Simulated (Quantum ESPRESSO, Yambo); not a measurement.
## BaTiO3 (P4mm): G0W0 in Yambo against the screening cutoff

How does the gap of BaTiO3 (P4mm) converge in the screening cutoff?

Program: Yambo 5.3.0. Level of theory: PBE and many-body steps on it, plane waves. Results are calculated unless marked as measured.

Most raw output is cut from this account.

The database entry behind the starting cell differs from later determinations by our own check (c/a about 0.6 % short), so it need not match the best structure at ambient conditions.

## Step 1: The structure

The structure is tetragonal, space group P4mm (No. 99). The conventional cell has a = 4.000 Å, b = 4.000 Å, c = 4.018 Å, α = 90.00°, β = 90.00°, γ = 90.00°. Nearest to Ba lie 12 O at 2.79 to 2.88 Å. Ti has 6 O at 1.84 to 2.18 Å nearest. O has 2 Ti at 1.84 to 2.18 Å and 4 Ba at 2.83 Å nearest. Nearest to O lie 2 Ti at 2.00 Å and 4 Ba at 2.79 to 2.88 Å. Farther neighbours and most contacts between anions are not listed.

Coordinates:

```cif
data_structure
_symmetry_space_group_name_H-M 'P 1'
_symmetry_Int_Tables_number 1
_cell_length_a 3.9998
_cell_length_b 3.9998
_cell_length_c 4.0180
_cell_angle_alpha 90.000
_cell_angle_beta 90.000
_cell_angle_gamma 90.000
_cell_volume 64.28
loop_
_atom_site_label
_atom_site_type_symbol
_atom_site_fract_x
_atom_site_fract_y
_atom_site_fract_z
_atom_site_occupancy
Ba1 Ba 0.00000 0.00000 0.99989 1
Ti2 Ti 0.50000 0.50000 0.48411 1
O3 O 0.50000 0.50000 0.02584 1
O4 O 0.50000 0.00000 0.51658 1
O5 O 0.00000 0.50000 0.51658 1
```

Geometry: measured (diffraction); atoms relaxed with PBE. The runs that relaxed it are not among those shown. Spin-orbit coupling is left out unless a step names it.

## Step 2: 2 Ha

This step: Yambo 5.3.0; G0W0 on PBE, plane waves, norm-conserving pseudopotentials.

Now the one-shot GW correction: screening in the RPA, then the self-energy of the levels asked for.

gw7.in reads:

```
HF_and_locXC
gw0
dyson
ppa
em1d
rim_cut
RandQpts= 1000000
RandGvec= 1 RL
EXXRLvcs= 76 Ry
VXCRLvcs= 304 Ry
Chimod= "HARTREE"
% BndsRnXp
 1 | 87 |
%
NGsBlkXp= 4 Ry
% LongDrXp
 1 | 1 | 1 |
%
% GbndRnge
 1 | 87 |
%
DysSolver= "n"
ExtendOut
PPAPntXp= 27.21138 eV
% QPkrange
 18 | 18 | 19 | 22 |
 1 | 1 | 19 | 22 |
%
```

Command:

```bash
OMP_NUM_THREADS=1 mpirun -n 8 yambo -F gw7.in -J gw7 -C gw7 > gw7.log
```

The job ended after 48 s (8 MPI ranks of Arm Neoverse V2, shared host; peak memory 4.3 GiB; 6.2 min of CPU time).

Numbers from this step:

| Item | Value |
| --- | --- |
| G0W0 gap on the points computed | 3.427 eV |
| starting gap on the mesh | 1.850 eV |
| k of the valence top | -0.5, -0.5, -0.5 |
| k of the conduction bottom | 0, 0, 0 |
| least direct G0W0 gap on the computed points | 3.781 eV |
| Z at the valence top | 0.7747 |
| Z at the conduction bottom | 0.7844 |

The gap on the mesh goes from 1.85 eV to 3.43 eV, a correction of +1.58 eV.

## Step 3: 3 Ha

gw8.in, as its differences from gw7.in of step 2:

```diff
@@ -14,3 +14,3 @@
 %
-NGsBlkXp= 4 Ry
+NGsBlkXp= 6 Ry
 % LongDrXp
```

Command:

```bash
OMP_NUM_THREADS=1 mpirun -n 8 yambo -F gw8.in -J gw8 -C gw8 > gw8.log
```

Wall time 51 s (8 MPI ranks); peak memory 4.3 GiB.

This step gave:

```yaml
g0w0_gap_on_the_points_computed: 3.361 eV
starting_gap_on_the_mesh: 1.850 eV
k_of_the_valence_top: -0.5, -0.5, -0.5
k_of_the_conduction_bottom: 0, 0, 0
least_direct_g0w0_gap_on_the_computed_points: 3.715 eV
z_at_the_valence_top: 0.7702
z_at_the_conduction_bottom: 0.7816
```

Against the run before, the gap moves by −0.067 eV.

## Step 4: 6 Ha

gw9.in, as its differences from gw8.in of step 3:

```diff
@@ -14,3 +14,3 @@
 %
-NGsBlkXp= 6 Ry
+NGsBlkXp= 12 Ry
 % LongDrXp
```

Command:

```bash
OMP_NUM_THREADS=1 mpirun -n 8 yambo -F gw9.in -J gw9 -C gw9 > gw9.log
```

Run time: 2.3 min. Hardware: 8 MPI ranks; peak memory 4.3 GiB; 18 min of CPU time.

This step gave:

```
G0W0 gap on the points computed              : 3.357 eV
starting gap on the mesh                     : 1.850 eV
k of the valence top                         : -0.5, -0.5, -0.5
k of the conduction bottom                   : 0, 0, 0
least direct G0W0 gap on the computed points : 3.733 eV
```

Against the run before, the gap moves by −0.004 eV.

## Step 5: 7.5 Ha

gw10.in, as its differences from gw9.in of step 4:

```diff
@@ -14,3 +14,3 @@
 %
-NGsBlkXp= 12 Ry
+NGsBlkXp= 15 Ry
 % LongDrXp
```

Command:

```bash
OMP_NUM_THREADS=1 mpirun -n 8 yambo -F gw10.in -J gw10 -C gw10 > gw10.log
```

Run time: 4.6 min. Hardware: 8 MPI ranks; peak memory 4.3 GiB; 37 min of CPU time.

This step gave:

* G0W0 gap on the points computed: 3.353 eV
* starting gap on the mesh: 1.850 eV
* k of the valence top: -0.5, -0.5, -0.5
* k of the conduction bottom: 0, 0, 0
* least direct G0W0 gap on the computed points: 3.732 eV

Against the run before, the gap moves by −0.004 eV.

## Step 6: 9.5 Ha

gw11.in, as its differences from gw10.in of step 5:

```diff
@@ -14,3 +14,3 @@
 %
-NGsBlkXp= 15 Ry
+NGsBlkXp= 19 Ry
 % LongDrXp
```

Command:

```bash
OMP_NUM_THREADS=1 mpirun -n 8 yambo -F gw11.in -J gw11 -C gw11 > gw11.log
```

It took 8.4 min on 8 MPI ranks; peak memory 4.4 GiB.

Numbers from this step:

```
G0W0 gap on the points computed              : 3.337 eV
starting gap on the mesh                     : 1.850 eV
k of the valence top                         : -0.5, -0.5, -0.5
k of the conduction bottom                   : 0, 0, 0
least direct G0W0 gap on the computed points : 3.718 eV
```

Against the run before, the gap moves by −0.016 eV.

## Step 7: Side by side

Times are wall times on 8 MPI ranks of Arm Neoverse V2, shared host, good to a factor of about two.

| run | mesh | bands | screening cutoff (eV) | DFT gap (eV) | gap on the mesh (eV) | direct (eV) | time |
| --- | --- | --- | --- | --- | --- | --- | --- |
| 2 Ha | 4×4×4 | 87 | 54.4 | 1.850 | 3.427 | 3.781 | 48 s |
| 3 Ha | 4×4×4 | 87 | 81.6 | 1.850 | 3.361 | 3.715 | 51 s |
| 6 Ha | 4×4×4 | 87 | 163.3 | 1.850 | 3.357 | 3.733 | 2.3 min |
| 7.5 Ha | 4×4×4 | 87 | 204.1 | 1.850 | 3.353 | 3.732 | 4.6 min |
| 9.5 Ha | 4×4×4 | 87 | 258.5 | 1.850 | 3.337 | 3.718 | 8.4 min |

## Step 8: Results

* 2 Ha: 3.427 eV
* 3 Ha: 3.361 eV
* 6 Ha: 3.357 eV
* 7.5 Ha: 3.353 eV
* 9.5 Ha: 3.337 eV
* known limits: not at the basis limit; no spin-orbit coupling; coarse k mesh

**Reading.** The setting moved: screening cutoff. From 2 Ha to 9.5 Ha the gap moves by −0.09 eV, for 11 times the time. The last step still moves it by −0.016 eV. Bands and screening cutoff are coupled, so a series along one setting does not show full convergence. Bands and cutoff are finite, so the gap is not at the basis limit. The miss can reach some tenths of an eV and take either sign; the mesh is an error of its own. In the G0W0 runs levels were corrected at 2 k points alone, so a gap called «on the mesh» is the least over those, and an edge elsewhere would be missed. The 4×4×4 mesh is coarse for this cell, which bears on the long-range parts of exchange and screening. The many-body steps are scalar-relativistic: spin-orbit coupling is not in them.

[Paths, hosts, dates, memory and timing lines, banners, echoed tables and standing remarks are left out of the program output.]

[Logs are printed without paths, hosts, clocks, repeated set-up lines and the standing remarks that a program may print on its own settings, such as how far it seeks lower states.]

[Runs of the session that timed out or met a known fault of the program may be left out.]

[Hosts, paths, dates, database ids (printed as entryN), source tags and the programs' standing remarks are cut or masked in the printed files.]
